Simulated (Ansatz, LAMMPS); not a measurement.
# C in place of Si at several sites of glassy Na2MgSi3O8 (112 atoms), part 2 of 3

Aim: make C in place of Si at several sites of glassy Na2MgSi3O8 (112 atoms), relax each, and compare their energies.

Ansatz 0.2.0; Kohn-Sham DFT, PBE, PAW (set soft_2), plane waves.

The cell: 8 Mg, 16 Na, 64 O and 24 Si. The quench rate of 10 K/ps is orders of magnitude faster than experiment. The starting topology of bonds comes from the classical model. Only the Γ point is sampled, in a cell whose shortest periodic width is 11 Å.

So far. Step 2 (Single point at the start): The r.m.s. force at the start is 1.3 eV/Å. Step 3 (Relaxation): The relaxation converged after 13 steps, 10.8 eV below its start, with a largest force component of 0.033 eV/Å.

### 4. Single point at the relaxed geometry

The electronic structure is read at the final geometry, in a run of its own.

Contents of input.yaml:

```yaml
crystal:
  lattice:
    - [11.20281, 0.0, 0.0]
    - [0.0, 11.20281, 0.0]
    - [0.0, 0.0, 11.20281]
  atoms:
    - { symbol: Mg, position: [0.49391, 0.63176, 0.19186] }
    - { symbol: Mg, position: [0.56264, 0.04707, 0.38149] }
    - { symbol: Mg, position: [0.37771, 0.04466, 0.60509] }
    - { symbol: Mg, position: [0.2443, 0.79214, 0.7847] }
    - { symbol: Mg, position: [0.70332, 0.8038, 0.31847] }
    - { symbol: Mg, position: [0.485, 0.63215, 0.6811] }
    [... 100 atom lines left out ...]
    - { symbol: Si, position: [0.7972, 0.53448, 0.35279] }
    - { symbol: Si, position: [0.88239, 0.9548, 0.87705] }
    - { symbol: Si, position: [0.0021, 0.96381, 0.29032] }
    - { symbol: Si, position: [0.81553, 0.50083, 0.90211] }
    - { symbol: Si, position: [0.61813, 0.37207, 0.75676] }
    - { symbol: Si, position: [0.71753, 0.19894, 0.25617] }
kpoints:
  mp_grid: { grid: [1, 1, 1] }
hamiltonian:
  xc: pbe
scf:
  occupations: { method: fixed }
output:
  forces: true
  stress: true
  populations: true
  dos:
    method: { smearing: { sigma: 0.1 } }
    de: 0.1
    projected: { site_lists: { Mg: [Mg], Na: [Na], O: [O], Si: [Si] } }
  eigenvalues: true
  write_density: true
  write_potential: true
  volumetric_format: npy
```

Run with:

```sh
$ ansatz run input.yaml --threads 4 --pin off --max-ram 8192MiB --backend cpu --events-out ev --progress --plain --runs-dir out
```

The log of the run:

```text
[...]
Crystal: 112 atoms, lattice volume = 1405.986 Å³
Basis set: ecut = 420 eV, 27609 PW (Γ), exchange–correlation on 150×150×150 points (8 copies of the dense FFT grid, shifted against one another)
Bands: 464, of which v1, the nominal top of the filled ones, is band 352 counted from 1 (351 counted from 0)
Symmetry: 1 space group operations
[...]
k-points: 1
[...]
SCF iter   1: F=—  HF=-90870.959396 eV  |F-HF|=—  |Δ(HF+E_count)|=         —  Δρ=2.04e-3  dr2=1.05e-1  ethr=1.77e-3  ⟨swp⟩=4.0  Hψ=1675  notcnv=0  defer=109
[...]
SCF iter   9: F=-90870.931303 eV  HF=-90870.931303 eV  |F-HF|=1.50e-8  |Δ(HF+E_count)|=   2.85e-7  Δρ=2.70e-6  dr2=9.37e-8  ethr=1.42e-11  ⟨swp⟩=19.0  Hψ=4416  notcnv=0
SCF 1 converged in 9 iterations: F = -90870.931303 eV  dr2 = 9.37e-8
[...]
SCF converged after 9 iterations
Free energy (F): -90870.931303 eV
[...]
Internal energy: -90870.931303 eV  (E = F + TS)
E sigma→0 (E₀):  -90870.931303 eV
Fermi energy:    4.989933 eV
[...]
--- Forces (eV/Å), atoms counted from 1 ---
  atom   1  Mg    -0.00589764    -0.00182828    -0.00456400
  atom   2  Mg    -0.01090607     0.00883726     0.00037674
  atom   3  Mg     0.00783318    -0.00318806     0.00052570
  atom   4  Mg    -0.00230617    -0.00763043     0.00867888
  atom   5  Mg    -0.00712739     0.00208354     0.00075453
  atom   6  Mg     0.00110101     0.00593707     0.00203322
  atom   7  Mg     0.00563489    -0.00330573    -0.00466308
  atom   8  Mg    -0.00303228     0.00525933     0.00269515
  atom   9  Na    -0.00351046     0.00253564     0.00797306
  atom  10  Na     0.00244313     0.00733296     0.00681035
  atom  11  Na    -0.01260476    -0.00144509     0.00521793
  atom  12  Na     0.00131696     0.00142829    -0.00029913
  atom  13  Na     0.00692157     0.00499248     0.00524608
  atom  14  Na     0.00011604     0.00015588    -0.00041149
[...]
atom 111  Si     0.00228522     0.00279380    -0.00405129
  atom 112  Si     0.01516425     0.00309516     0.02456259
  max |Σ_I F_I| component: 1.85e-4 eV/Å
--- Stress (GPa, compression-positive) ---
        2.500672       1.145519       0.186582
        1.145521       0.331662       1.267674
        0.186583       1.267673       1.528750
  P = ⅓ Tr σ = 1.4537 GPa (14.537 kbar)
--- Band table (eV) ---
[...]
--- Löwdin populations: 112 sites ---
  site symbol       q [e]
     0     Mg      8.3625
     1     Mg      8.3714
     2     Mg      8.3789
[...]
111     Si      2.4349
  spilling = 0.009785 (of n_electrons = 704.000000)
```

The job ended after 34 s (4 threads of Intel Xeon Platinum 8259CL at 2.50GHz (Skylake/Cascade Lake), shared host; peak memory 2.1 GiB; 2.1 min of CPU time).

The run gave:

| Quantity | Value |
| --- | --- |
| free energy | -90870.9313 eV |
| free energy per atom | -811.3476 eV/atom |
| SCF cycles | 9 |
| pressure | 1.454 GPa |
| r.m.s. force component | 0.00734 eV/Å |
| longest force | 0.0361 eV/Å |
| Fermi energy | 4.99 eV |
| gap (highest filled to lowest empty level) | 2.776 eV |
| spilling of the projection | 0.009785 |

Löwdin charges by element and coordination (they lack the spilled electrons, 0.062 e an atom on average):

```tsv
element	coordination	atoms	mean charge (e)	spread	least	most
Mg	all	8	1.63	0.0094	1.61	1.64
Mg	4	5	1.63	0.0085	1.62	1.64
Mg	5	2	1.62	0.0039	1.61	1.62
Mg	6	1	1.63	0	1.63	1.63
Na	all	16	0.786	0.0123	0.765	0.810
Na	4	1	0.810	0	0.810	0.810
Na	5	4	0.779	0.0117	0.766	0.793
Na	6	6	0.785	0.0106	0.765	0.797
Na	7	3	0.786	0.0062	0.777	0.790
Na	8	2	0.794	0.0081	0.786	0.803
O	all	64	-0.914	0.116	-1.35	-0.763
O	2	6	-0.793	0.0186	-0.816	-0.763
O	3	21	-0.845	0.0775	-1.03	-0.782
O	4	31	-0.962	0.0881	-1.06	-0.802
O	5	6	-1.03	0.161	-1.35	-0.821
Si	all	24	1.66	0.0521	1.56	1.75
```

Density of states as counts of states in windows of 1 eV (from the Fermi level), total and the larger projections:

```tsv
from (eV)	to (eV)	total	O p	Si p
-10	-9	12.3	8.3	0.9
-9	-8	14.9	10.5	1.8
-8	-7	24.3	18.2	4.4
-7	-6	12.1	9.3	2.0
-6	-5	48.4	38.5	4.9
-5	-4	61.4	53.0	3.6
-4	-3	68.8	63.2	2.2
-3	-2	75.6	71.2	1.6
-2	-1	45.2	43.1	0.8
-1	0	12.9	12.2	0.1
0	1	0.7	0.7	0.0
1	2	0.0	0.0	0.0
2	3	2.0	0.0	0.0
3	4	0.0	0.0	0.0
4	5	12.0	1.4	1.0
```

With fixed occupations the program's Fermi level is the highest filled level; weight inside the gap is the broadening of levels at its edges.

Between -26 and -10 eV lie 232 more states.

The levels nearest the highest filled one (over half full), pooled over k-points and spins:

```tsv
level less the highest filled one (eV)	occupation
-0.718	2
-0.672	2
-0.505	2
-0.391	2
-0.119	2
0	2
2.78	0
4.24	0
4.29	0
4.68	0
4.75	0
4.76	0
```

Valence density in the bc plane at fractional x = 0.389, with atoms of Mg and Na and O and Si within 0.2 Å of it. It is the smooth field of the valence electrons, not physical close to the nuclei.

Ten steps, logarithmic in the rise over the least value, from '_' (0 e/Å³) to '@' (19 e/Å³), each cell a mean:
```
__________..::----..____________--==--............::==++==::..__
________....::::..____________::##%%##--________..--**##**==::__
________..::----::..__________::**%%##--________..--**##**==::__
________::==**++==::____________::--::..__________..------::..__
________::++##**==::__________________........______........____
________..--++==--..________________..::----::..________________
__________........__________________..::----::..____________....
......______________________________..::::::::..______________..
**%%##--________________________________....__________________..
##@@@@==______________________________________________________..
--**++::__________________________________........________......
..________________________________________..............::----::
..____________________........____________............::--++++--
..__________________....::............______..::::::::::--====--
____________________..........::--==--::..__..::::::::..::::::..
__________________..::::....::==++##**==..____..::::....________
__..::--::........--==++==::::==**####==::______________________
..::======--::::--++####++::..::--====::..______________________
__::--====--::::--++####++::..__........________________________
__....::::::__..::--==--::..____________......__________....____
______........::::......______________..------::..____........__
________..::--====::..______________..--++##**==::..........____
________..::==****==..______________..--++##**==::......________
__________::==**++--..________________::--====--::........______
```
Columns run along b (11.2 Å), rows up along c (11.2 Å). Atoms in or near the plane, at fractional coordinates: Mg at (0.04, 0.61), Na at (0.54, 0.91), O at (0.55, 0.32), O at (0.33, 0.24), O at (0.67, 0.07), O at (0.85, 0.91), Si at (0.21, 0.18), Si at (0.41, 0.36).

Electrostatic potential energy in the bc plane at fractional x = 0.389, with atoms of Mg and Na and O and Si within 0.2 Å of it. With pseudopotentials it is smooth inside the atoms' cores, unlike the true potential.

Ten even steps from '0' (-41 eV) to '9' (10 eV), each cell a mean:
```
99998888899999987578999998757999
99998767899999972016999998201699
99998767899999973017999998302689
99998523699999988778999999877889
99999401599999999999999999999999
99999856899999999999999999999999
99999999999999999999889999999999
76788999999999999999899999999998
20158999999999999999999999999987
00038999999999999999999999999986
52478999999999999988999999999998
88899999999999999999999998899888
99999999999988889999999865688558
99999999998743478999998631368668
99999999997300047789998742478999
99999999997300033127999877789999
99999999985443463016999999999999
99767877730048898669999999999999
99866311430159999999999999999999
99985000166799999999999999999999
99986200379999999999878999999999
99998765689999999999412699999999
99999851279999999999411688899999
99999963389999999999867888899999
```
Columns run along b (11.2 Å; values clipped at the 3rd and 97th percentile), rows up along c (11.2 Å). Atoms in or near the plane, at fractional coordinates: Mg at (0.04, 0.61), Na at (0.54, 0.91), O at (0.55, 0.32), O at (0.33, 0.24), O at (0.67, 0.07), O at (0.85, 0.91), Si at (0.21, 0.18), Si at (0.41, 0.36).

The highest filled and lowest empty levels differ by 2.78 eV (at Γ alone); a semilocal functional tends to put such gaps too low. In a disordered cell it changes from sample to sample, and tail or defect levels can set it. Mean Löwdin charges: Mg +1.63, Na +0.79, O -0.91, Si +1.66 e (they miss 0.98 % of the electrons, so they add up to more than the cell's charge).

(Part 2 of 3 ends here.)

[Long decimals in the printed logs are rounded to 6 places.]

[Logs are printed without paths, hosts, clocks, repeated set-up lines and the standing remarks that a program may print on its own settings, such as how far it seeks lower states.]

[Hosts, paths, dates, database ids (printed as entryN), source tags and the programs' standing remarks are cut or masked in the printed files.]
